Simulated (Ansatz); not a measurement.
Two G0W0 runs on Ge5H (hydrogen-terminated (111) film, 10 layers).

The cell holds 12 atoms: 10 Ge and 2 H. Its edges and angles: a = 4.001 Å, b = 4.001 Å, c = 57.000 Å, α = 90.0°, β = 90.0°, γ = 120.0°. It derives from Ge. Vacuum lies along c.

```xyz
12
Lattice="4.0008 0.0000 0.0000 -2.0004 3.4648 0.0000 0.0000 0.0000 57.0000" Properties=species:S:1:pos:R:3
Ge    0.0000    2.3099   21.5944
Ge    0.0000    0.0000   22.3763
Ge    0.0000    0.0000   24.8209
Ge    2.0004    1.1549   25.6389
Ge    2.0004    1.1549   28.0910
Ge    0.0000    2.3099   28.9090
Ge    0.0000    2.3099   31.3611
Ge    0.0000    0.0000   32.1791
Ge    0.0000    0.0000   34.6237
Ge    2.0004    1.1549   35.4056
H     0.0000    2.3099   20.0415
H     2.0004    1.1549   36.9585
```

The structure was relaxed with PBEsol (ions only). The runs that relaxed it are not among those shown.

The first (Ansatz 0.2.0; start PBEsol, 6×6×1 mesh, 1165 empty bands, screening to 75 eV, PAW set soft_1 files; 1 × NVIDIA H100 80GB HBM3 (shared by 6 runs) with 3 threads of AMD EPYC 7R13 (Zen 3), shared host) gave, on its mesh: starting gap 0.30 eV, G0W0 gap 0.85 eV, mean of 1 + 4πα/V (set by the cell height) 11.47, 3 min.

The second gave: starting gap 0.30 eV, G0W0 gap 0.75 eV, mean of 1 + 4πα/V (set by the cell height) 11.72, 38 s.

What was changed in the input? Choose among start, files, mesh, bands and cutoff, frequency model or another key.

Changed: empty bands from 1165 to 471 and screening cutoff (eV) from 75.0 to 41. The starting gap stayed, which rules out the functional and points to the GW step. Other changes could give like numbers; this is the one that was made.

Limits: not at the basis limit; coarse mesh for a sheet; no spin-orbit coupling.

[Paths, hosts, dates, memory and timing lines, banners, echoed tables and standing remarks are left out of the program output.]

[Logs are printed without paths, hosts, clocks, repeated set-up lines and the standing remarks that a program may print on its own settings, such as how far it seeks lower states.]

[Runs of the session that timed out or met a known fault of the program may be left out.]

[Cells called generated may have been cut or substituted from an entry of the Crystallography Open Database or the Materials Project.]

[Hosts, paths, dates, database ids (printed as entryN), source tags and the programs' standing remarks are cut or masked in the printed files.]
